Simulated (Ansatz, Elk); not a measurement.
# Bonding as seen by X-rays: CdSi2GeRu

The structure of CdSi2GeRu used here is made up (a known structure type with other elements) and was relaxed beforehand with PBEsol. The aim is the Fourier transform of its all-electron density, F(hkl), set beside the sum over free spherical atoms that refinements use.

Program: Elk 11.2.3 (patched build). Level of theory: DFT, PBE, all-electron APW+lo, Dirac cores, scalar-relativistic bands, static density, no spin. Results are calculated unless marked as measured.

The structure was built from a prototype and need not be the compound's stable phase.

## (1) The starting structure

It takes space group I4mm (No. 107, tetragonal). Conventional cell: a = 3.804 Å, b = 3.804 Å, c = 11.374 Å, α = 90.00°, β = 90.00°, γ = 90.00°. Nearest to Cd lie 4 Ru at 2.86 Å and 4 Si at 3.06 Å and 4 Ge at 3.12 Å. Nearest to Ru lie 4 Si at 2.38 Å and 1 Ge at 2.54 Å and 4 Cd at 2.86 Å. Nearest to Ge lie 1 Ru at 2.54 Å and 4 Si at 2.56 Å and 4 Cd at 3.12 Å. Nearest to Si lie 2 Ru at 2.38 Å and 2 Ge at 2.56 Å and 4 Si at 2.69 Å and 2 Cd at 3.06 Å. Farther neighbours are not listed.

## (2) Ground state and structure factors

An all-electron density is needed, since X-rays see the cores too. Task 0 finds the density and task 195 Fourier-transforms it; tshift is off so that phases refer to the origin typed.

Contents of elk.in:

```
tasks
  0
  195

xctype
  20

spinpol
  .false.

rgkmax
  7.0

gmaxvr
  14.0

lmaxo
  7

lmaxapw
  8

swidth
  0.002

tshift
  .false.

ramdisk
  .false.

hmaxvr
  5.5

maxscl
  120

epspot
  1e-06

sppath
  './'

avec
  -3.59440737949 3.59440737949 10.74679330299
  3.59440737949 -3.59440737949 10.74679330299
  3.59440737949 3.59440737949 -10.74679330299

atoms
  4
  'Cd.in'
  1
  0.0406012947 0.0406012947 -0.0000000000   0.000000 0.000000 0.000000
  'Ru.in'
  1
  0.6253577249 0.6253577249 -0.0000000000   0.000000 0.000000 0.000000
  'Ge.in'
  1
  0.4016559956 0.4016559956 -0.0000000000   0.000000 0.000000 0.000000
  'Si.in'
  2
  0.7514924924 0.2514924924 0.5000000000   0.000000 0.000000 0.000000
  0.2514924924 0.7514924924 0.5000000000   0.000000 0.000000 0.000000

ngridk
  8 8 8
```

The run is started by

```console
> OMP_NUM_THREADS=4 elk
```

Numbers of over 12 decimals in the logs are rounded to 6 here.

What it wrote:

```text
┌─────────────────────────┐
│ Elk code version 11.2.3 │
└─────────────────────────┘

All units are atomic (Hartree, Bohr, etc.)

┌─────────────────────────────────────────────────┐
│ Ground-state run starting from atomic densities │
└─────────────────────────────────────────────────┘

Lattice vectors :
  -3.594407379       3.594407379       10.74679330
   3.594407379      -3.594407379       10.74679330
   3.594407379       3.594407379      -10.74679330

Reciprocal lattice vectors :
  0.3210462537E-16  0.8740224248      0.2923283779
  0.8740224248      0.3210462537E-16  0.2923283779
  0.8740224248      0.8740224248     -0.2310574998E-17

Unit cell volume      :    555.3841505
Brillouin zone volume :   0.4466281820

Muffin-tin inner radius fraction :   0.1000000000E-01

Nuclei treated as point charges

Species : 1 (Cd)
 parameters loaded from : Cd.in
 name : cadmium
 nuclear charge    :   -48.00000000
 electronic charge :    48.00000000
 atomic mass :    204912.7176
 muffin-tin radius :    2.600000000
 number of radial points in muffin-tin :   1193
 inner part over the whole radius :   0.9972693929E-02
 number on inner part of muffin-tin    :    850
 approximate nuclear radius :   0.8708852602E-04
 number of mesh points to nuclear radius :    426
 atomic positions (lattice), magnetic fields (Cartesian) :
  1 :   0.04060129  0.04060129  0.00000000    0.00000000  0.00000000  0.00000000

Species : 2 (Ru)
 parameters loaded from : Ru.in
 name : ruthenium
 nuclear charge    :   -44.00000000
 electronic charge :    44.00000000
 atomic mass :    184239.3393
 muffin-tin radius :    2.384814764
 number of radial points in muffin-tin :   1193
 inner part over the whole radius :   0.9946818994E-02
 number on inner part of muffin-tin    :    847
 approximate nuclear radius :   0.8462081736E-04
 number of mesh points to nuclear radius :    424
 atomic positions (lattice), magnetic fields (Cartesian) :
  1 :   0.62535772  0.62535772  0.00000000    0.00000000  0.00000000  0.00000000

Species : 3 (Ge)
 parameters loaded from : Ge.in
 name : germanium
 nuclear charge    :   -32.00000000
 electronic charge :    32.00000000
 atomic mass :    132414.6196
 muffin-tin radius :    2.373337729
 number of radial points in muffin-tin :    993
 inner part over the whole radius :   0.9939154365E-02
 number on inner part of muffin-tin    :    702
 approximate nuclear radius :   0.7637961215E-04
 number of mesh points to nuclear radius :    340
 atomic positions (lattice), magnetic fields (Cartesian) :
  1 :   0.40165600  0.40165600  0.00000000    0.00000000  0.00000000  0.00000000

Species : 4 (Si)
 parameters loaded from : Si.in
 name : silicon
 nuclear charge    :   -14.00000000
 electronic charge :    14.00000000
 atomic mass :    51196.73458
 muffin-tin radius :    2.040589666
 number of radial points in muffin-tin :    793
 inner part over the whole radius :   0.9935913707E-02
 number on inner part of muffin-tin    :    552
 approximate nuclear radius :   0.5963282101E-04
 number of mesh points to nuclear radius :    247
 atomic positions (lattice), magnetic fields (Cartesian) :
  1 :   0.75149249  0.25149249  0.50000000    0.00000000  0.00000000  0.00000000
  2 :   0.25149249  0.75149249  0.50000000    0.00000000  0.00000000  0.00000000

Total number of atoms per unit cell :    5
Total muffin-tin volume :    257.6176648
 ratio of muffin-tin to unit cell volume :   0.4638549093

Spin treatment :
 spin-unpolarised

Number of Bravais lattice symmetries :   16
Number of crystal symmetries         :    8
Crystal has no inversion symmetry
Complex Hermitian eigensolver will be used

k-point grid :      8     8     8
k-point offset :    0.000000000       0.000000000       0.000000000
k-point set is reduced with full crystal symmetry group
Total number of k-points :      100

Muffin-tin radius times maximum |G+k| :    7.000000000
 using average radius
Maximum |G+k| for APW functions       :    3.059619263
Maximum (1/2)|G+k|²                   :    4.680635016
[...]
Estimated indirect band gap :   0.5906621655E-03
 from k-point 64 to k-point 45
Estimated direct band gap   :   0.1928367964E-01
 at k-point 37

Charges :
 core                        :    96.00000000
 valence                     :    56.00000000
 interstitial                :    8.688645416
 muffin-tins (core leakage)
  species : 1 (Cd)
   atom 1                    :    46.39856718     (  0.2577236070E-03)
  species : 2 (Ru)
[...]
species : 3 (Ge)
[...]
species : 4 (Si)
[...]
total in muffin-tins        :    143.3113546
 total calculated charge     :    151.9926139
 total charge                :    152.0000000
 error                       :   0.7386101308E-02

RMS change in Kohn-Sham potential (target) :   0.3688580195     (  0.1000000000E-05)
Absolute change in total energy (target)   :   0.3511422902     (  0.1000000000E-03)

[... loops 3 to 16 left out ...]

┌──────────────────┐
│ Loop number : 17 │
└──────────────────┘

Energies :
 Fermi                       :     0.325620
 sum of occupied eigenvalues :     -7576.6443854590
 electron kinetic            :      13307.475242484
 core electron kinetic       :      12823.051355016
 Coulomb                     :     -25704.222083152
 Coulomb potential           :     -20349.745642531
 nuclear-nuclear             :     -1498.1183683224
 electron-nuclear            :     -28100.000713087
 Hartree                     :      3893.8969982570
 Madelung                    :     -15529.349261887
 xc potential                :     -534.37398541189
 exchange                    :     -402.66547546514
 correlation                 :     -7.633443
 electron entropic           :    -0.47862464167395E-03
 total energy                :     -12807.046238229

Density of states at Fermi energy :    35.18191287
 (states/Hartree/unit cell)

Estimated indirect band gap :   0.1573071869E-02
 from k-point 62 to k-point 7
Estimated direct band gap   :   0.1783102751E-01
 at k-point 41

Charges :
 core                        :    96.00000000
 valence                     :    56.00000000
 interstitial                :    8.484291623
 muffin-tins (core leakage)
  species : 1 (Cd)
[...]
species : 2 (Ru)
[...]
species : 3 (Ge)
[...]
species : 4 (Si)
[...]
total in muffin-tins        :    143.5157084
 total calculated charge     :    151.9928879
 total charge                :    152.0000000
 error                       :   0.7112090734E-02

RMS change in Kohn-Sham potential (target) :   0.4325621253E-06 (  0.1000000000E-05)
Absolute change in total energy (target)   :   0.5432206854E-04 (  0.1000000000E-03)

Convergence targets achieved

┌──────────────────┐
│ Loop number : 18 │
└──────────────────┘

Energies :
 Fermi                       :     0.325620
 sum of occupied eigenvalues :     -7576.6443795260
 electron kinetic            :      13307.475256443
 core electron kinetic       :      12823.051364111
 Coulomb                     :     -25704.222092172
 Coulomb potential           :     -20349.745631119
 nuclear-nuclear             :     -1498.1183683224
 electron-nuclear            :     -28100.000742740
 Hartree                     :      3893.8970188911
 Madelung                    :     -15529.349276612
 xc potential                :     -534.37400485036
 exchange                    :     -402.66547602257
 correlation                 :     -7.633443
 electron entropic           :    -0.47862418851147E-03
 total energy                :     -12807.046233838

Density of states at Fermi energy :    35.18187643
 (states/Hartree/unit cell)

Estimated indirect band gap :   0.1573105190E-02
 from k-point 62 to k-point 7
Estimated direct band gap   :   0.1783103114E-01
 at k-point 41

Charges :
 core                        :    96.00000000
 valence                     :    56.00000000
 interstitial                :    8.484290853
 muffin-tins (core leakage)
  species : 1 (Cd)
[...]
species : 2 (Ru)
[...]
species : 3 (Ge)
   atom 1                    :    30.56876902     (  0.3936210949E-03)
  species : 4 (Si)
   atom 1                    :    11.85129066     (  0.2999062064E-02)
   atom 2                    :    11.85129066     (  0.2999062064E-02)
 total in muffin-tins        :    143.5157091
 total calculated charge     :    151.9928879
 total charge                :    152.0000000
 error                       :   0.7112091224E-02

┌──────────────────────────────┐
│ Self-consistent loop stopped │
└──────────────────────────────┘

Warning : core states of species 1 leak from the muffin-tin :   0.2427850726E-03

Warning : core states of species 3 leak from the muffin-tin :   0.3936210949E-03

Warning : core states of species 4 leak from the muffin-tin :   0.2999062064E-02

Wrote STATE.OUT
```

The job ended after 94 s (4 threads of Arm Neoverse V1, shared host; peak memory 0.2 GiB).

SFACRHO.OUT:

```text

h k l indices transformed by vhmat matrix:
   1.000000000       0.000000000       0.000000000    
   0.000000000       1.000000000       0.000000000    
   0.000000000       0.000000000       1.000000000    

      h      k      l  multipl.   |H|            Re(F)            Im(F)           |F|

      0      0      0      1   0.0000000       152.00000      0.63660965E-17   152.00000    
      1      1     -1      1  0.58465676       24.114837       34.850799       42.380462    
     -1     -1      1      1  0.58465676       24.114837      -34.850799       42.380462    
      0      1      0      4  0.92161330      -9.0509264     -0.42768698       9.0610256    
      0     -1      1      4  0.92161330      -9.0509264      0.42768698       9.0610256    
     -2     -2      2      1   1.1693135      -15.734871      -18.256974       24.101935    
      2      2     -2      1   1.1693135      -15.734871       18.256974       24.101935    
      0      0      1      4   1.2360544       81.440209     -0.77911624E-14   81.440209    
     -1     -2      2      4   1.2381511       61.430824      -27.549564       67.325513    
      2      1     -2      4   1.2381511       61.430824       27.549564       67.325513    
      0      2     -1      4   1.3673529       60.870291       29.822430       67.783255    
     -2      0      1      4   1.3673529       60.870291      -29.822430       67.783255    
     -2     -2      3      4   1.7015065      -49.030736      -14.823783       51.222628    
      1      3     -2      4   1.7015065      -49.030736       14.823783       51.222628    
      2      3     -3      4   1.7030303       55.885215       58.005216       80.546646    
     -2     -3      3      4   1.7030303       55.885215      -58.005216       80.546646    
     -1      1      1      4   1.7480448       107.15199      0.20548694E-14   107.15199    
     -3     -3      3      1   1.7539703      -34.690493      -15.180317       37.866506
```

Elk indexes on the primitive cell of elk.in and gives |H| = 4π sin θ/λ in inverse bohr. Below, one row stands for each form hkl of the conventional cell (m members, Friedel mates merged), F is for one primitive cell and the density is static (no thermal factor). Free-atom factors are Waasmaier and Kirfel's, and R is Σm||F|−|F'||/Σm|F|.

| hkl | m | sin θ/λ (Å⁻¹) | abs F, DFT | neutral atoms | diff. | abs of complex diff. |
| --- | --- | --- | --- | --- | --- | --- |
| 002 | 2 | 0.088 | 42.380 | 42.458 | -0.078 | 0.278 |
| 101 | 8 | 0.139 | 9.061 | 8.822 | +0.239 | 0.239 |
| 004 | 2 | 0.176 | 24.102 | 24.251 | -0.149 | 0.164 |
| 110 | 4 | 0.186 | 81.440 | 81.845 | -0.405 | 0.405 |
| 103 | 8 | 0.186 | 67.326 | 67.308 | +0.018 | 0.175 |
| 112 | 8 | 0.206 | 67.783 | 67.989 | -0.206 | 0.245 |
| 114 | 8 | 0.256 | 51.223 | 51.606 | -0.383 | 0.408 |
| 105 | 8 | 0.256 | 80.547 | 81.037 | -0.490 | 0.515 |
| 200 | 4 | 0.263 | 107.152 | 107.703 | -0.551 | 0.551 |
| 006 | 2 | 0.264 | 37.867 | 38.280 | -0.414 | 0.495 |
| 202 | 8 | 0.277 | 32.993 | 32.991 | +0.003 | 0.147 |
| 211 | 16 | 0.297 | 6.809 | 6.978 | -0.169 | 0.171 |
| 204 | 8 | 0.316 | 19.558 | 19.523 | +0.036 | 0.088 |
| 213 | 16 | 0.322 | 54.288 | 54.563 | -0.275 | 0.275 |
| 116 | 8 | 0.323 | 15.507 | 15.609 | -0.102 | 0.108 |
| 107 | 8 | 0.335 | 36.552 | 36.388 | +0.164 | 0.192 |
| 008 | 2 | 0.352 | 59.238 | 59.430 | -0.192 | 0.230 |
| 215 | 16 | 0.367 | 68.390 | 68.280 | +0.110 | 0.112 |
| 220 | 4 | 0.372 | 91.333 | 91.359 | -0.026 | 0.026 |
| 206 | 8 | 0.372 | 32.621 | 32.710 | -0.088 | 0.106 |
| 222 | 8 | 0.382 | 27.939 | 27.801 | +0.139 | 0.139 |
| 301 | 8 | 0.397 | 6.173 | 6.156 | +0.017 | 0.096 |

## (3) The highest occupied states alone

An energy window below the Fermi level keeps the highest occupied states, to see at which angles they scatter; shallow core shells can lie inside it and anion s states outside. No new self-consistency is needed.

elk.in, as its differences from that of step 2:

```diff
@@ -1,3 +1,2 @@
 tasks
-  0
   195
@@ -40,2 +39,5 @@
 
+wsfac
+  -0.115370 0.625620
+
 sppath
```

The run is started by

```console
> OMP_NUM_THREADS=4 elk
```

What it wrote:

```text
┌─────────────────────────────────┐
│ Elk code version 11.2.3 started │
└─────────────────────────────────┘

Info(readinput): the functional depends on the density's gradient
 muffin-tin radial points multiplied by    2.00000
 (not where nrmtscf is given)

┌────────────────────┐
│ Current task : 195 │
└────────────────────┘
Info(checkmt): changed muffin-tin radius of species 2 (Ru) from   2.6000 to   2.3848
Info(checkmt): changed muffin-tin radius of species 3 (Ge) from   2.4000 to   2.3733
Info(checkmt): changed muffin-tin radius of species 4 (Si) from   2.2000 to   2.0406

Info(sfacrho): density structure factors written to SFACRHO.OUT

 Energy window :  -0.1153700000      0.6256200000

┌──────────────────┐
│ Elk code stopped │
└──────────────────┘
```

Elapsed: 15 s, on 4 threads; peak memory 0.2 GiB.

States within 12 eV below the Fermi level hold 31.34 electrons; any levels below the window count with the cores, and a count that is not whole means the window cuts a band. Their amplitudes can exceed the total, where window and core parts have opposite phase:

| hkl | sin θ/λ (Å⁻¹) | abs F, window | abs F, all |
| --- | --- | --- | --- |
| 002 | 0.088 | 9.810 | 42.380 |
| 101 | 0.139 | 3.216 | 9.061 |
| 004 | 0.176 | 5.058 | 24.102 |
| 110 | 0.186 | 8.377 | 81.440 |
| 103 | 0.186 | 7.440 | 67.326 |
| 112 | 0.206 | 7.476 | 67.783 |
| 114 | 0.256 | 3.426 | 51.223 |
| 105 | 0.256 | 5.212 | 80.547 |
| 200 | 0.263 | 5.015 | 107.152 |
| 006 | 0.264 | 2.511 | 37.867 |

## (4) Another functional

The difference from free atoms is small, so it is set against the change that PBEsol makes.

elk.in, as its differences from that of step 3:

```diff
@@ -1,2 +1,3 @@
 tasks
+  0
   195
@@ -4,3 +5,3 @@
 xctype
-  20
+  22
 
@@ -39,5 +40,2 @@
 
-wsfac
-  -0.115370 0.625620
-
 sppath
```

The run is started by

```console
> OMP_NUM_THREADS=4 elk
```

What it wrote:

```text
┌─────────────────────────┐
│ Elk code version 11.2.3 │
└─────────────────────────┘

All units are atomic (Hartree, Bohr, etc.)

┌─────────────────────────────────────────────────┐
│ Ground-state run starting from atomic densities │
└─────────────────────────────────────────────────┘

Lattice vectors :
  -3.594407379       3.594407379       10.74679330
   3.594407379      -3.594407379       10.74679330
   3.594407379       3.594407379      -10.74679330

Reciprocal lattice vectors :
  0.3210462537E-16  0.8740224248      0.2923283779
[...]
atom 2                    :    11.84711586     (  0.3032882449E-02)
 total in muffin-tins        :    143.5067036
 total calculated charge     :    151.9928057
 total charge                :    152.0000000
 error                       :   0.7194275971E-02

┌──────────────────────────────┐
│ Self-consistent loop stopped │
└──────────────────────────────┘

Warning : core states of species 1 leak from the muffin-tin :   0.2455014580E-03

Warning : core states of species 3 leak from the muffin-tin :   0.3991287098E-03

Warning : core states of species 4 leak from the muffin-tin :   0.3032882449E-02

Wrote STATE.OUT
[key lines of the parts left out:]
total energy                :     -12799.607645815
```

Run time: 90 s. Hardware: 4 threads; peak memory 0.2 GiB; 5.2 min of CPU time.

Against the first run R = 0.02 %; the largest change is -0.028 at 112.

## (5) Basis size

The basis and the expansions that go with it are enlarged, to see whether the differences are converged.

elk.in, as its differences from that of step 4:

```diff
@@ -5,3 +5,3 @@
 xctype
-  22
+  20
 
@@ -11,12 +11,12 @@
 rgkmax
-  7.0
+  8.5
 
 gmaxvr
-  14.0
+  18.0
 
 lmaxo
-  7
+  9
 
 lmaxapw
-  8
+  10
```

The run is started by

```console
> OMP_NUM_THREADS=4 elk
```

What it wrote:

```text
┌─────────────────────────┐
│ Elk code version 11.2.3 │
└─────────────────────────┘

All units are atomic (Hartree, Bohr, etc.)

┌─────────────────────────────────────────────────┐
│ Ground-state run starting from atomic densities │
└─────────────────────────────────────────────────┘

Lattice vectors :
  -3.594407379       3.594407379       10.74679330
   3.594407379      -3.594407379       10.74679330
   3.594407379       3.594407379      -10.74679330

Reciprocal lattice vectors :
  0.3210462537E-16  0.8740224248      0.2923283779
[...]
atom 2                    :    11.85223167     (  0.2999621529E-02)
 total in muffin-tins        :    143.5384315
 total calculated charge     :    151.9934549
 total charge                :    152.0000000
 error                       :   0.6545142721E-02

┌──────────────────────────────┐
│ Self-consistent loop stopped │
└──────────────────────────────┘

Warning : core states of species 1 leak from the muffin-tin :   0.2429365557E-03

Warning : core states of species 3 leak from the muffin-tin :   0.3933510216E-03

Warning : core states of species 4 leak from the muffin-tin :   0.2999621529E-02

Wrote STATE.OUT
[key lines of the parts left out:]
total energy                :     -12807.059770866
```

Wall time 4.2 min (4 threads); peak memory 0.38 GiB; 15 min of CPU time.

Against the first run R = 0.01 %; the largest change is -0.011 at 0 0 10.

## (6) Settings against the effect

| run | R against the first run (%) | R against neutral atoms, low angle (%) | wall time |
| --- | --- | --- | --- |
| PBE, rgkmax 7 | 0.00 | 0.52 | 94 s |
| PBEsol | 0.02 | 0.53 | 90 s |
| rgkmax 8.5 with larger expansions | 0.01 | 0.52 | 4.2 min |

## (7) Summary of results

```yaml
r_against_neutral_atoms_sin_theta_lambda_0p3_a_minus1: 0.52 %
r_against_neutral_atoms_0p3_to_0p82_a_minus1: 0.16 %
```

Independent neutral atoms miss the calculated amplitudes by R = 0.52 % below 0.3 Å⁻¹ and 0.16 % from there to 0.82 Å⁻¹; by shells, 1.31 % below 0.15 Å⁻¹ (2 forms), 0.49 % 0.15 to 0.3 (10 forms), 0.28 % 0.3 to 0.45 (19 forms), 0.14 % above 0.45 (115 forms). Bonding, aspherical density and the tables' own atoms all enter these figures, and the runs don't part them. The largest change of an amplitude is -0.55 electrons, at 200. R counts amplitudes alone; phases shift too. The window's part falls from 31.3 electrons at the origin to at most 0.60 between 0.45 and 0.82 Å⁻¹. Below 0.3 Å⁻¹ the changes that finished (PBEsol and rgkmax 8.5 with larger expansions) move F by R = 0.03 % at most, against the 0.52 % that separates it from free atoms. The k-mesh has no finished test. These runs have no spin, though d or f shells may be open. Part of the difference isn't bonding: the tables are fits to free atoms and ions calculated by other methods than this functional. Thermal motion, anomalous dispersion and extinction are left out.

[Logs are printed without paths, hosts, clocks, repeated set-up lines and the standing remarks that a program may print on its own settings, such as how far it seeks lower states.]

[Hosts, paths, dates, database ids (printed as entryN), source tags and the programs' standing remarks are cut or masked in the printed files.]
